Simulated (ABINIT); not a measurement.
# InH (P6_3/mmc): phonons by linear response, part 2 of 5

How does InH (P6_3/mmc) vibrate, and is this structure a minimum?

ABINIT 10.8.3; DFT LDA, scalar-relativistic, plane waves, HGH norm-conserving pseudopotentials.

So far. Step 5 (Relaxation): The volume changes by +2.0 % in this run and stands -37.3 % from the first cell. Step 6 (Self-consistent run for the response): The cell stands at -0.29 GPa: the relaxation ran with a smoothed and higher cutoff, and the difference is a stress of the finite basis. The relaxed cell has a = 3.571, c = 5.651 Å (conventional setting).

The structure was built from a prototype and need not be the compound's stable phase.

### 7. Linear response at Γ

At q = 0 one unit cell holds all displacements. The response is solved for single atoms along the cell's directions, and symmetry skips those that follow from others. The crystal is treated as a metal, which screens a static field, so no field response is asked.

dfpt_gamma.abi

```

# common to the responses
getwfk_filepath "gso_WFK"
kptopt 2
nqpt 1
qpt 0.0 0.0 0.0
asr 0
chneut 0

# displacements
rfphon 1
rfatpol 1 4
rfdir 1 1 1
tolvrs 1.0d-10
prtwf 0

# basis, mesh and filling
ecut 35.0
ixc 7
ngkpt 9 9 6
nshiftk 1
shiftk 0.0 0.0 0.0
istwfk *1
occopt 7
tsmear 0.01
nband 9
nstep 100
diemac 1000000.0
prtebands 0
prtgsr 0
useylm 1

# cell and atoms
acell 6.748836064 6.748836064 10.67807623
rprim 
    1.0 6.7099e-07 0.0
    -0.5000005811 0.8660250683 0.0
    0.0 0.0 1.0
ntypat 2
znucl 49 1
natom 4
typat 1 1 2 2
xred 
    1/3 2/3 0.25
    2/3 1/3 0.75
    2/3 1/3 0.25
    1/3 2/3 0.75
pp_dirpath "./pseudo"
pseudos "In.hgh, H.hgh"
```

Launch:

```console
OMP_NUM_THREADS=1 mpirun -n 4 abinit dfpt_gamma.abi > dfpt_gamma.log
```

Numbers of over 12 decimals in the logs are rounded to 6 here.

dfpt_gamma.abo, the main output file:

```text
[banners, grids, parts of the stress and lines that vanish by symmetry left out]
- input  file    -> dfpt_gamma.abi
- output file    -> dfpt_gamma.abo
- root for input  files -> dfpt_gammai
- root for output files -> dfpt_gammao

 Symmetries : space group P6_3/m m c (#194); Bravais hP (primitive hexag.)
================================================================================
 Values of the parameters that define the memory need of the present run (RF).
     intxc =       0      iscf =       7    lmnmax =      14     lnmax =       6
     mgfft =      60  mpssoang =       3    mqgrid =    3001     natom =       4
  nloc_mem =       1    nspden =       1   nspinor =       1    nsppol =       1
      nsym =      24    n1xccc =       0    ntypat =       2    occopt =       7
   xclevel =       1
-    mband =           9        mffmem =           1         mkmem =          61
-   mkqmem =          61        mk1mem =          61           mpw =        4203
      nfft =       77760          nkpt =         244
- my_mband =           9
================================================================================
================================================================================

--------------------------------------------------------------------------------
------------- Echo of variables that govern the present computation ------------
--------------------------------------------------------------------------------
-
- outvars: echo of selected default values
-   iomode0 =  0 , fftalg0 =312 , wfoptalg0 =  0
-
- outvars: echo of global parameters not present in the input file
-  max_nthreads =    1
-
 -outvars: echo values of preprocessed input variables
 [... echo left out ...]
================================================================================

 chkinp: Checking input parameters for consistency.

[...]
== DATASET  1 ==================================================================
-   mpi_nproc: 4, omp_nthreads: 1 (-1 if OMP is not activated)

--- !DatasetInfo
iteration_state: {dtset: 1, }
dimensions: {natom: 4, nkpt: 244, mband: 9, nsppol: 1, nspinor: 1, nspden: 1, mpw: 4203, }
cutoff_energies: {ecut:  35.0, pawecutdg:  -1.0, }
electrons: {nelect:   8.00000000E+00, charge:   0.00000000E+00, occopt:   7.00000000E+00, tsmear:   1.00000000E-02, }
meta: {optdriver: 1, rfphon: 1, }
...

 mkfilename: getwfk from: gso_WFK

 Exchange-correlation functional for the present dataset will be:
  LDA: Perdew-Wang 92 LSD fit to Ceperley-Alder data - ixc=7
 Citation for XC functional:
  J.P.Perdew and Y.Wang, PRB 45, 13244 (1992)

 Real(R)+Recip(G) space primitive vectors, cartesian coordinates (Bohr,Bohr^-1):
 R(1)=  6.7488361  0.0000045  0.0000000  G(1)=  0.1481736  0.0855482  0.0000000
 R(2)= -3.3744220  5.8446612  0.0000000  G(2)= -0.0000001  0.1710962  0.0000000
 R(3)=  0.0000000  0.0000000 10.6780762  G(3)=  0.0000000  0.0000000  0.0936498
 Unit cell volume ucvol=  4.2119325E+02 bohr^3
 Angles (23,13,12)=  9.00000000E+01  9.00000000E+01  1.20000000E+02 degrees
 setup1 : take into account q-point for computing boxcut.

 getcut: wavevector=  0.0000  0.0000  0.0000  ngfft=  36  36  60
         ecut(hartree)=     35.000   => boxcut(ratio)=   2.00297

--- Pseudopotential description ------------------------------------------------
- pspini: atom type   1  psp file is ./pseudo/In.hgh

- pspini: atom type   2  psp file is ./pseudo/H.hgh

   2.76118077E+02                                ecore*ucvol(ha*bohr**3)
--------------------------------------------------------------------------------

 ==>  initialize data related to q vector <==

 The list of irreducible perturbations for this q vector is:
    1)    idir= 1    ipert=   1
    2)    idir= 3    ipert=   1
    3)    idir= 1    ipert=   3
    4)    idir= 3    ipert=   3

[...]
The perturbation idir=   2  ipert=   1 is
 symmetric of a previously calculated perturbation.
 So, its SCF calculation is not needed.

 The perturbation idir=   1  ipert=   2 is
 symmetric of a previously calculated perturbation.
 So, its SCF calculation is not needed.

 The perturbation idir=   2  ipert=   2 is
 symmetric of a previously calculated perturbation.
 So, its SCF calculation is not needed.

 The perturbation idir=   3  ipert=   2 is
 symmetric of a previously calculated perturbation.
 So, its SCF calculation is not needed.

 The perturbation idir=   2  ipert=   3 is
 symmetric of a previously calculated perturbation.
 So, its SCF calculation is not needed.

 The perturbation idir=   1  ipert=   4 is
 symmetric of a previously calculated perturbation.
 So, its SCF calculation is not needed.

 The perturbation idir=   2  ipert=   4 is
 symmetric of a previously calculated perturbation.
 So, its SCF calculation is not needed.

 The perturbation idir=   3  ipert=   4 is
 symmetric of a previously calculated perturbation.
 So, its SCF calculation is not needed.

--------------------------------------------------------------------------------
 Perturbation wavevector (in red.coord.)   0.000000  0.000000  0.000000
 Perturbation : displacement of atom   1   along direction   1
 Found     2 symmetries that leave the perturbation invariant.

[...]
dfpt_looppert : total number of electrons, from k and k+q
  fully or partially occupied states are    8.000000E+00 and    8.000000E+00.
 Initialisation of the first-order wave-functions :
  ireadwf=   0

--- !BeginCycle
iteration_state: {dtset: 1, }
solver: {iscf: 7, nstep: 100, nline: 4, wfoptalg: 0, }
tolerances: {tolvrs: 1.00E-10, }
...

     iter   2DEtotal(Ha)        deltaE(Ha) residm    vres2
-ETOT  1  0.887748     -2.263E+01 1.325E-01 1.654E+03
 ETOT  2  0.647810     -2.399E-01 1.235E-01 6.081E+01
 ETOT  3  0.636465     -1.134E-02 2.664E-02 1.804E-01
 ETOT  4  0.636425     -4.010E-05 1.117E-01 2.202E-03
 ETOT  5  0.636425     -3.679E-07 2.646E-02 2.400E-05
[...]
At SCF step    8       vres2   =  7.25E-11 < tolvrs=  1.00E-10 =>converged.
[...]
Mean square residual over all n,k,spin=   97.510E-06; max=  11.182E-02

 Thirteen components of 2nd-order total energy (hartree) are
 1,2,3: 0th-order hamiltonian combined with 1st-order wavefunctions
     kin0=   2.36699793E+01 eigvalue=   9.60620177E-01  local=  -6.68858681E+00
 4,5,6: 1st-order hamiltonian combined with 1st and 0th-order wfs
 loc psp =  -1.11474958E+01  Hartree=   1.64438875E+00     xc=  -2.01894812E+00
 note that "loc psp" includes a xc core correction that could be resolved
 7,8,9: eventually, occupation + non-local contributions
    edocc=   1.42441087E+00     enl0=   3.88959453E+00   enl1=  -3.46154216E+01
 1-9 gives the relaxation energy (to be shifted if some occ is /=2.0)
   erelax=  -2.28814587E+01
 10,11,12 Non-relaxation  contributions : frozen-wavefunctions and Ewald
 fr.local=   9.18985804E-01 fr.nonlo=   1.72723104E+01  Ewald=   5.32658734E+00
 13,14 Frozen wf xc core corrections (1) and (2)
 frxc 1  =   0.00000000E+00  frxc 2 =   0.00000000E+00
 Resulting in :
 2DEtotal=    0.6364248814E+00 Ha. Also 2DEtotal=    0.173180032648E+02 eV
    (2DErelax=   -2.2881458688E+01 Ha. 2DEnonrelax=    2.3517883570E+01 Ha)
    (  non-var. 2DEtotal :    6.3642485477E-01 Ha)

[...]
Perturbation wavevector (in red.coord.)   0.000000  0.000000  0.000000
 Perturbation : displacement of atom   1   along direction   3
 Found     6 symmetries that leave the perturbation invariant.

[...]
dfpt_looppert : total number of electrons, from k and k+q
  fully or partially occupied states are    8.000000E+00 and    8.000000E+00.
 Initialisation of the first-order wave-functions :
  ireadwf=   0

--- !BeginCycle
iteration_state: {dtset: 1, }
solver: {iscf: 7, nstep: 100, nline: 4, wfoptalg: 0, }
tolerances: {tolvrs: 1.00E-10, }
...

     iter   2DEtotal(Ha)        deltaE(Ha) residm    vres2
-ETOT  1   130.23772756971      5.039E+01 6.953E+00 1.045E+06
[...]
At SCF step    9       vres2   =  1.90E-11 < tolvrs=  1.00E-10 =>converged.
[...]
Mean square residual over all n,k,spin=   11.780E-03; max=  51.127E-01

 Thirteen components of 2nd-order total energy (hartree) are
 1,2,3: 0th-order hamiltonian combined with 1st-order wavefunctions
     kin0=   5.88909945E+01 eigvalue=   2.31797001E+00  local=  -1.69036581E+01
 4,5,6: 1st-order hamiltonian combined with 1st and 0th-order wfs
 loc psp =  -7.91622241E+01  Hartree=   2.43926469E+01     xc=  -7.69908769E+00
 note that "loc psp" includes a xc core correction that could be resolved
 7,8,9: eventually, occupation + non-local contributions
    edocc=   8.19374513E+00     enl0=   9.83691800E+00   enl1=  -7.88968336E+01
 1-9 gives the relaxation energy (to be shifted if some occ is /=2.0)
   erelax=  -7.90295289E+01
 10,11,12 Non-relaxation  contributions : frozen-wavefunctions and Ewald
 fr.local=   1.51548303E+01 fr.nonlo=   4.03384926E+01  Ewald=   2.43586351E+01
 13,14 Frozen wf xc core corrections (1) and (2)
 frxc 1  =   0.00000000E+00  frxc 2 =   0.00000000E+00
 Resulting in :
 2DEtotal=    0.8224290400E+00 Ha. Also 2DEtotal=    0.223794342684E+02 eV
    (2DErelax=   -7.9029528863E+01 Ha. 2DEnonrelax=    7.9851957903E+01 Ha)
    (  non-var. 2DEtotal :    8.2242907417E-01 Ha)

[...]
Perturbation wavevector (in red.coord.)   0.000000  0.000000  0.000000
 Perturbation : displacement of atom   3   along direction   1
 Found     2 symmetries that leave the perturbation invariant.

[...]
dfpt_looppert : total number of electrons, from k and k+q
  fully or partially occupied states are    8.000000E+00 and    8.000000E+00.
 Initialisation of the first-order wave-functions :
  ireadwf=   0

--- !BeginCycle
iteration_state: {dtset: 1, }
solver: {iscf: 7, nstep: 100, nline: 4, wfoptalg: 0, }
tolerances: {tolvrs: 1.00E-10, }
...

     iter   2DEtotal(Ha)        deltaE(Ha) residm    vres2
-ETOT  1   2.207209     -4.420E+01 2.601E+00 6.377E+03
[...]
At SCF step    9       vres2   =  1.09E-11 < tolvrs=  1.00E-10 =>converged.
[...]
Mean square residual over all n,k,spin=   85.468E-05; max=  98.113E-02

 Thirteen components of 2nd-order total energy (hartree) are
 1,2,3: 0th-order hamiltonian combined with 1st-order wavefunctions
     kin0=   4.89988816E+01 eigvalue=   1.95782334E+00  local=  -1.26256036E+01
 4,5,6: 1st-order hamiltonian combined with 1st and 0th-order wfs
 loc psp =  -9.18969737E+01  Hartree=   9.05019367E+00     xc=  -5.50574224E+00
 note that "loc psp" includes a xc core correction that could be resolved
 7,8,9: eventually, occupation + non-local contributions
    edocc=   3.76660807E+00     enl0=   3.06326017E-01   enl1=   0.00000000E+00
 1-9 gives the relaxation energy (to be shifted if some occ is /=2.0)
   erelax=  -4.59484869E+01
 10,11,12 Non-relaxation  contributions : frozen-wavefunctions and Ewald
 fr.local=   4.16518241E+01 fr.nonlo=   0.00000000E+00  Ewald=   4.75171798E+00
 13,14 Frozen wf xc core corrections (1) and (2)
 frxc 1  =   0.00000000E+00  frxc 2 =   0.00000000E+00
 Resulting in :
 2DEtotal=    0.4550551837E+00 Ha. Also 2DEtotal=    0.123826823665E+02 eV
    (2DErelax=   -4.5948486853E+01 Ha. 2DEnonrelax=    4.6403542036E+01 Ha)
    (  non-var. 2DEtotal :    4.5505516374E-01 Ha)

[...]
Perturbation wavevector (in red.coord.)   0.000000  0.000000  0.000000
 Perturbation : displacement of atom   3   along direction   3
 Found     6 symmetries that leave the perturbation invariant.

--------------------------------------------------------------------------------

--------------------------------------------------------------------------------

 dfpt_looppert : total number of electrons, from k and k+q
  fully or partially occupied states are    8.000000E+00 and    8.000000E+00.
 Initialisation of the first-order wave-functions :
  ireadwf=   0

--- !BeginCycle
iteration_state: {dtset: 1, }
solver: {iscf: 7, nstep: 100, nline: 4, wfoptalg: 0, }
tolerances: {tolvrs: 1.00E-10, }
...

     iter   2DEtotal(Ha)        deltaE(Ha) residm    vres2
-ETOT  1   28.783305616842     -8.499E+01 1.936E+00 2.393E+05
[...]
ETOT  9  -1.442343      3.510E-12 1.440E-01 4.627E-10
 ETOT 10  -1.442343      1.323E-11 5.022E-02 1.614E-12

 At SCF step   10       vres2   =  1.61E-12 < tolvrs=  1.00E-10 =>converged.
[...]
Mean square residual over all n,k,spin=   11.571E-05; max=  50.216E-03

 Thirteen components of 2nd-order total energy (hartree) are
 1,2,3: 0th-order hamiltonian combined with 1st-order wavefunctions
     kin0=   1.25361566E+02 eigvalue=   5.49844381E+00  local=  -3.20824310E+01
 4,5,6: 1st-order hamiltonian combined with 1st and 0th-order wfs
 loc psp =  -2.30421959E+02  Hartree=   2.27563195E+01     xc=  -1.36297766E+01
 note that "loc psp" includes a xc core correction that could be resolved
 7,8,9: eventually, occupation + non-local contributions
    edocc=   6.91751817E+00     enl0=   3.89339368E-01   enl1=   0.00000000E+00
 1-9 gives the relaxation energy (to be shifted if some occ is /=2.0)
   erelax=  -1.15210979E+02
 10,11,12 Non-relaxation  contributions : frozen-wavefunctions and Ewald
 fr.local=   1.13746516E+02 fr.nonlo=   0.00000000E+00  Ewald=   2.21197525E-02
 13,14 Frozen wf xc core corrections (1) and (2)
 frxc 1  =   0.00000000E+00  frxc 2 =   0.00000000E+00
 Resulting in :
 2DEtotal=   -0.1442343486E+01 Ha. Also 2DEtotal=   -0.392481657005E+02 eV
    (2DErelax=   -1.1521097934E+02 Ha. 2DEnonrelax=    1.1376863586E+02 Ha)
    (  non-var. 2DEtotal :   -1.4423434690E+00 Ha)

[...]
---- first-order wavefunction calculations are completed ----

 ==> Compute Derivative Database <==

 [... matrices left out ...]
  Phonon wavevector (reduced coordinates) :  0.00000  0.00000  0.00000
 Phonon energies in Hartree :
  -3.535786E-03 -1.164675E-03 -4.005297E-04 -4.005297E-04  7.387886E-07
   7.387960E-07  6.437888E-06  3.970426E-04  2.185857E-03  2.185857E-03
   2.528123E-03  2.528123E-03
 Phonon frequencies in cm-1    :
- -7.760153E+02 -2.556167E+02 -8.790611E+01 -8.790611E+01  1.621454E-01
-  1.621470E-01  1.412953E+00  8.714078E+01  4.797401E+02  4.797401E+02
-  5.548590E+02  5.548590E+02

== END DATASET(S) ==============================================================
================================================================================

 -outvars: echo values of variables after computation
            acell      6.7488360640E+00  6.7488360640E+00  1.0678076230E+01 Bohr
           etotal     -1.4423434861E+00
            fcart      0.0000000000E+00  0.0000000000E+00  0.0000000000E+00
           strten      0.0000000000E+00  0.0000000000E+00  0.0000000000E+00
================================================================================
```

Run time: 2.2 min. Hardware: 4 MPI ranks of Intel Xeon at 2.70GHz, shared host.

Read from the output:

```
largest acoustic frequency at the zone centre before the sum rule : 1.41 cm⁻¹
highest optical zone-centre mode (no LO-TO term)                  : 554.9 cm⁻¹
lowest optical zone-centre mode                                   : -776.0 cm⁻¹
```

The acoustic modes at Γ come out as far as 1.4 cm⁻¹ from zero, where they should vanish, a small numerical error. The lowest optical mode is imaginary, 776i cm⁻¹, an instability at this level and on this k mesh.

(Part 2 of 5 ends here.)

[Host names and launcher messages were left out of these logs when they were recorded.]

[Logs are printed without paths, hosts, clocks, repeated set-up lines and the standing remarks that a program may print on its own settings, such as how far it seeks lower states.]

[Hosts, paths, dates, database ids (printed as entryN), source tags and the programs' standing remarks are cut or masked in the printed files.]
